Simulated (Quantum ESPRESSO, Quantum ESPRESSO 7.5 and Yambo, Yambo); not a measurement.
**CdF2 (Fm-3m): G0W0 with Yambo, start to end**

Wanted: ground state, empty states, screening and self-energy for CdF2 (Fm-3m).

Main program and level: Quantum ESPRESSO 7.5 and Yambo 5.3.0; PBE and many-body steps on it, plane waves.

Report form: the programs' logs are mostly left out.

### Step 1. Starting point

Symmetry: Fm-3m, No. 225, cubic system. Conventional cell: a = 5.388 Å, b = 5.388 Å, c = 5.388 Å, α = 90.00°, β = 90.00°, γ = 90.00°. Nearest to Cd lie 8 F at 2.33 Å. F has 4 Cd at 2.33 Å nearest. Farther neighbours and most contacts between anions are not listed.

The cell and positions come from the Crystallography Open Database and are kept as given unless a step says otherwise.

### Step 2. Ground state

This step: Quantum ESPRESSO 7.5; DFT, PBE, plane waves, norm-conserving pseudopotentials.

The ground-state density comes first.

Input file pw.in:

```
&control
  calculation = 'scf'
  prefix = 'x'
  outdir = 'o'
  pseudo_dir = 'pseudo'
/
&system
  ibrav = 0
  nat = 3
  ntyp = 2
  ecutwfc = 94.0
  nbnd = 22
  force_symmorphic = .true.
/
&electrons
  conv_thr = 1e-10
  electron_maxstep = 80
  mixing_beta = 0.5
/
ATOMIC_SPECIES
  Cd 112.41 Cd.upf
  F 18.998 F.upf
CELL_PARAMETERS angstrom
  0.0000000000 2.6940000000 2.6940000000
  2.6940000000 0.0000000000 2.6940000000
  2.6940000000 2.6940000000 -0.0000000000
ATOMIC_POSITIONS crystal
  Cd 0.0000000000 0.0000000000 0.0000000000
  F 0.2500000000 0.2500000000 0.2500000000
  F 0.7500000000 0.7500000000 0.7500000000
K_POINTS automatic
  6 6 6 0 0 0
```

The run is started by

```bash
> OMP_NUM_THREADS=1 mpirun -n 4 pw.x -nk 4 -in pw.in > pw.out
```

The job ended after 13 s (4 MPI ranks of AMD EPYC 7571, shared host; peak memory 0.31 GiB).

This step gave:

```yaml
total_energy: -6114.7323 eV
gap: 3.143 eV
k_of_the_valence_top: 0.1667, -0.5, -0.3333
k_of_the_conduction_bottom: 0, 0, 0
least_direct_gap: 3.619 eV
```

The gap is indirect, with the least direct gap 0.48 eV higher.

### Step 3. Bands along the symmetry lines

Levels along a band path, at the cheap level, show where the edges lie and whether the meshes to come will hold them.

Input file pw.in:

```
&control
  calculation = 'bands'
  prefix = 'x'
  outdir = 'o'
  pseudo_dir = 'pseudo'
/
&system
  ibrav = 0
  nat = 3
  ntyp = 2
  ecutwfc = 94.0
  nbnd = 23
  force_symmorphic = .true.
/
&electrons
  conv_thr = 1e-9
  electron_maxstep = 80
  diago_full_acc = .true.
  diago_thr_init = 5e-6
/
ATOMIC_SPECIES
  Cd 112.41 Cd.upf
  F 18.998 F.upf
CELL_PARAMETERS angstrom
  0.0000000000 2.6940000000 2.6940000000
  2.6940000000 0.0000000000 2.6940000000
  2.6940000000 2.6940000000 -0.0000000000
ATOMIC_POSITIONS crystal
  Cd 0.0000000000 0.0000000000 0.0000000000
  F 0.2500000000 0.2500000000 0.2500000000
  F 0.7500000000 0.7500000000 0.7500000000
K_POINTS crystal
  50
  0.00000000 0.00000000 0.00000000 1
  0.06250000 0.00000000 0.06250000 1
  0.12500000 0.00000000 0.12500000 1
  0.18750000 0.00000000 0.18750000 1
  0.25000000 0.00000000 0.25000000 1
  0.31250000 0.00000000 0.31250000 1
  0.37500000 0.00000000 0.37500000 1
  0.43750000 0.00000000 0.43750000 1
  0.50000000 0.00000000 0.50000000 1
  0.51562500 0.03125000 0.51562500 1
  0.53125000 0.06250000 0.53125000 1
  0.54687500 0.09375000 0.54687500 1
  0.56250000 0.12500000 0.56250000 1
  0.57812500 0.15625000 0.57812500 1
  0.59375000 0.18750000 0.59375000 1
  0.60937500 0.21875000 0.60937500 1
  0.62500000 0.25000000 0.62500000 1
  0.37500000 0.37500000 0.75000000 1
  0.32812500 0.32812500 0.65625000 1
  0.28125000 0.28125000 0.56250000 1
  0.23437500 0.23437500 0.46875000 1
  0.18750000 0.18750000 0.37500000 1
  0.14062500 0.14062500 0.28125000 1
  0.09375000 0.09375000 0.18750000 1
  0.04687500 0.04687500 0.09375000 1
  0.00000000 0.00000000 0.00000000 1
  0.06250000 0.06250000 0.06250000 1
  0.12500000 0.12500000 0.12500000 1
  0.18750000 0.18750000 0.18750000 1
  0.25000000 0.25000000 0.25000000 1
  0.31250000 0.31250000 0.31250000 1
  0.37500000 0.37500000 0.37500000 1
  0.43750000 0.43750000 0.43750000 1
  0.50000000 0.50000000 0.50000000 1
  0.50000000 0.46875000 0.53125000 1
  0.50000000 0.43750000 0.56250000 1
  0.50000000 0.40625000 0.59375000 1
  0.50000000 0.37500000 0.62500000 1
  0.50000000 0.34375000 0.65625000 1
  0.50000000 0.31250000 0.68750000 1
  0.50000000 0.28125000 0.71875000 1
  0.50000000 0.25000000 0.75000000 1
  0.50000000 0.21875000 0.71875000 1
  0.50000000 0.18750000 0.68750000 1
  0.50000000 0.15625000 0.65625000 1
  0.50000000 0.12500000 0.62500000 1
  0.50000000 0.09375000 0.59375000 1
  0.50000000 0.06250000 0.56250000 1
  0.50000000 0.03125000 0.53125000 1
  0.50000000 0.00000000 0.50000000 1
```

Run time: 10 s. Hardware: 4 MPI ranks; peak memory 0.27 GiB.

This step gave:

| Item | Value |
| --- | --- |
| gap | 3.124 eV |
| k of the valence top | 0.5, 0.25, 0.75 |
| k of the conduction bottom | 0, 0, 0 |
| least direct gap | 3.619 eV |

The gap is 3.124 eV, −0.019 eV from the run before at this level.

The electronic bands at the labelled points (eV, zero at the top of the highest filled band):

```
    point  band 14  band 15  band 16  band 17  band 18  band 19  band 20  band 21
        Γ    -0.97    -0.50    -0.50    -0.50     3.12    12.74    12.74    12.74
  halfway    -1.83    -0.50    -0.31    -0.31     5.33    10.70    13.59    13.59
        X    -2.94    -0.51    -0.09    -0.09     8.04     9.71    11.96    14.30
  halfway    -2.67    -0.56    -0.23    -0.12     8.05    10.01    11.76    14.25
        U    -2.30    -0.95    -0.35    -0.20     7.99    10.79    11.16    14.50
jump to K    -2.30    -0.95    -0.35    -0.20     7.99    10.79    11.16    14.50
  halfway    -1.42    -1.14    -0.44    -0.41     5.62    10.69    13.12    14.00
        Γ    -0.97    -0.50    -0.50    -0.50     3.12    12.74    12.74    12.74
  halfway    -1.36    -1.12    -0.45    -0.45     4.99    10.84    13.56    13.56
        L    -1.83    -1.83    -0.39    -0.39     7.20     9.18    14.53    14.53
  halfway    -1.85    -1.49    -0.47    -0.24     7.58     9.86    12.99    13.97
        W    -1.52    -1.52    -0.60     0.00     8.10    11.53    11.72    11.72
  halfway    -2.48    -0.56    -0.53    -0.04     8.07    10.29    11.71    13.39
        X    -2.94    -0.51    -0.09    -0.09     8.04     9.71    11.96    14.30
```

### Step 4. Empty states on the mesh, 4×4×4 mesh, 205 bands

The sums over transitions need many empty states on a uniform mesh; this step solves for them.

Input file pw.in:

```
&control
  calculation = 'nscf'
  prefix = 'x'
  outdir = 'o'
  pseudo_dir = 'pseudo'
/
&system
  ibrav = 0
  nat = 3
  ntyp = 2
  ecutwfc = 94.0
  nbnd = 205
  force_symmorphic = .true.
/
&electrons
  conv_thr = 1e-9
  electron_maxstep = 80
  diago_full_acc = .true.
  diago_thr_init = 5e-6
/
ATOMIC_SPECIES
  Cd 112.41 Cd.upf
  F 18.998 F.upf
CELL_PARAMETERS angstrom
  0.0000000000 2.6940000000 2.6940000000
  2.6940000000 0.0000000000 2.6940000000
  2.6940000000 2.6940000000 -0.0000000000
ATOMIC_POSITIONS crystal
  Cd 0.0000000000 0.0000000000 0.0000000000
  F 0.2500000000 0.2500000000 0.2500000000
  F 0.7500000000 0.7500000000 0.7500000000
K_POINTS automatic
  4 4 4 0 0 0
```

Elapsed: 30 s, on 4 MPI ranks; peak memory 0.52 GiB.

This step gave:

| Item | Value |
| --- | --- |
| gap | 3.124 eV |
| k of the valence top | 0.25, -0.5, -0.25 |
| k of the conduction bottom | 0, 0, 0 |
| least direct gap | 3.619 eV |
| k points computed | 8 |
| lowest point of the top converged band, above the valence top | 157.8169 eV |

On this mesh the gap is 3.124 eV.

### Step 5. Conversion and set-up

This step: Yambo 5.3.0; conversion and set-up on PBE, plane waves, norm-conserving pseudopotentials.

The states are converted to the many-body program's format and the q mesh is built.

The run is started by

```bash
> (cd o/x.save; p2y > p2y.log; mv SAVE ../..); yambo > setup.log
```

The job ended after 4.9 s (1 MPI rank; peak memory 0.25 GiB).

### Step 6. Screening and self-energy, 4×4×4 mesh, 205 bands, screening to 231.3 eV

G0W0 replaces the xc potential by the self-energy, built once from these orbitals. Only a window of levels is corrected, while the sums run over the empty bands that the input names.

This step: G0W0 on PBE, plane waves, norm-conserving pseudopotentials.

Input file gw1.in:

```
HF_and_locXC
gw0
dyson
ppa
em1d
rim_cut
RandQpts= 1000000
RandGvec= 1 RL
EXXRLvcs= 94 Ry
VXCRLvcs= 376 Ry
Chimod= "HARTREE"
% BndsRnXp
 1 | 205 |
%
NGsBlkXp= 17 Ry
% LongDrXp
 1 | 1 | 1 |
%
% GbndRnge
 1 | 205 |
%
DysSolver= "n"
ExtendOut
PPAPntXp= 27.21138 eV
% QPkrange
 8 | 8 | 16 | 19 |
 1 | 1 | 16 | 19 |
%
```

The run is started by

```bash
> OMP_NUM_THREADS=1 mpirun -n 4 yambo -F gw1.in -J gw1 -C gw1 > gw1.log
```

It took 11 min on 4 MPI ranks; peak memory 1.9 GiB.

This step gave:

```yaml
g0w0_gap_on_the_points_computed: 5.394 eV
starting_gap_on_the_mesh: 3.124 eV
k_of_the_valence_top: 0.25, -0.5, -0.25
k_of_the_conduction_bottom: 0, 0, 0
least_direct_g0w0_gap_on_the_computed_points: 6.155 eV
z_at_the_valence_top: 0.7943
z_at_the_conduction_bottom: 0.8686
```

The gap on the mesh goes from 3.12 eV to 5.39 eV, a correction of +2.27 eV.

Limits: finite bands, cutoff and mesh; d shell near the gap, gap tends to lie low; no spin-orbit coupling; coarse k mesh. v1 is the top filled band, c1 the lowest empty one. Levels before and after the correction, in eV, zero at the valence-band top of each column:

```
           conduction bottom  valence top
Kohn-Sham               3.12         0.00
     G0W0               5.39         0.00
```

```csv
,level,energy (eV)
Kohn-Sham,Γ v2-v1,-0.495
Kohn-Sham,Γ c1,3.124
Kohn-Sham,Γ c2,12.741
Kohn-Sham,(0.25 -0.5 -0.25) v2,-0.599
Kohn-Sham,(0.25 -0.5 -0.25) v1,0.000
Kohn-Sham,(0.25 -0.5 -0.25) c1,8.101
Kohn-Sham,(0.25 -0.5 -0.25) c2,11.529
G0W0,Γ v2-v1,-0.761
G0W0,Γ c1,5.394
G0W0,Γ c2,15.205
G0W0,(0.25 -0.5 -0.25) v2,-0.617
G0W0,(0.25 -0.5 -0.25) v1,0.000
G0W0,(0.25 -0.5 -0.25) c1,11.328
G0W0,(0.25 -0.5 -0.25) c2,13.861
```

### Step 7. Where the time went

Times are wall times on the hardware named with each run, good to a factor of about two.

```
                          step    time  share  memory (GiB)
                  ground state    13 s    2 %          0.31
bands along the symmetry lines    10 s    1 %          0.27
      empty states on the mesh    30 s    4 %          0.52
         conversion and set-up   4.9 s    1 %          0.25
     screening and self-energy  11 min   92 %           1.9
```

### Step 8. What came out

```json
{"PBE gap": "3.12 eV, indirect", "G0W0 gap on the mesh": "5.39 eV", "GW settings": "4×4×4 mesh, 205 bands, screening to 231.3 eV, Godby-Needs plasmon pole", "known limits": "not at the basis limit; d shell near the gap, gap tends to lie low; no spin-orbit coupling; coarse k mesh"}
```

What this shows: G0W0 moves the gap on the mesh from 3.12 eV to 5.39 eV (+2.27 eV), with Z of 0.79 and 0.87 at the edges. Only 2 of the mesh's irreducible points were corrected, so a valley elsewhere could overtake. The dearest step here is «screening and self-energy». Bands and cutoff are finite, so the gap is not at the basis limit. The miss can reach some tenths of an eV and take either sign; the mesh is an error of its own. In the G0W0 run levels were corrected at 2 k points alone, so a gap called «on the mesh» is the least over those, and an edge elsewhere would be missed. The 4×4×4 mesh is coarse for this cell, which bears on the long-range parts of exchange and screening. A d shell, filled or nearly so, lies near the gap. One-shot GW converges very slowly in bands there, not always from below, and on a semilocal start the gap tends to come out low; starts rich in exact exchange can overshoot instead. The many-body steps are scalar-relativistic: spin-orbit coupling is not in them.

[Paths, hosts, dates, memory and timing lines, banners, echoed tables and standing remarks are left out of the program output.]

[Logs are printed without paths, hosts, clocks, repeated set-up lines and the standing remarks that a program may print on its own settings, such as how far it seeks lower states.]

[Runs of the session that timed out or met a known fault of the program may be left out.]

[Hosts, paths, dates, database ids (printed as entryN), source tags and the programs' standing remarks are cut or masked in the printed files.]
